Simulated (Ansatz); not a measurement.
The compound is K2CoI6 (started from the K2PtCl6 type) (Fm-3m).

The structure was built from a prototype and need not be the compound's stable phase.

```
K Co I
1.0
     0.00000    5.56511    5.56511
     5.56511    0.00000    5.56511
     5.56511    5.56511    0.00000
K Co I
2 1 6
Direct
  0.25000 0.25000 0.25000
  0.75000 0.75000 0.75000
  0.00000 0.00000 0.00000
  0.23492 0.23492 0.76508
  0.76508 0.76508 0.23492
  0.23492 0.76508 0.23492
  0.76508 0.23492 0.76508
  0.76508 0.23492 0.23492
  0.23492 0.76508 0.76508
```

The structure was relaxed with PBE. The structure type comes from a generator and need not be one that this composition takes. The structure was generated from a model, not taken from a measurement. The runs that relaxed it are not among those shown. The program's search for lower electronic states was switched off, so nothing shows that the state found is the lowest. Spin-orbit coupling is left out unless a run names it. PAW set soft_2, made with PBE.

A constrained-RPA run (Ansatz 0.2.0; non-magnetic PBE; Co d + anion p, bands v21 to c2, 2×2×2 mesh, medium accuracy) builds 23 functions on bands 6.2 eV wide, with 41.0 electrons in the window. The bare on-site interaction is 23.8 eV and the bare J 0.81 eV.

Q: What U and J survive the screening?

On the Co d shell, U = 7.32 eV (31 % of the bare value), U′ = 5.99 eV, J = 0.67 eV.

The parent state is non-magnetic and the interaction static (zero frequency); U depends on the window and the orbitals, so it belongs to this model alone. A window that holds the anion p bands defines a model with explicit ligands; its U belongs to that model and is not the U of DFT+U. Coarse meshes can leave U off its limit, most where the target bands are metallic.

[Paths, hosts, dates, memory and timing lines, banners, echoed tables and standing remarks are left out of the program output.]

[Logs are printed without paths, hosts, clocks, repeated set-up lines and the standing remarks that a program may print on its own settings, such as how far it seeks lower states.]

[Runs of the session that timed out or met a known fault of the program may be left out.]

[Hosts, paths, dates, database ids (printed as entryN), source tags and the programs' standing remarks are cut or masked in the printed files.]
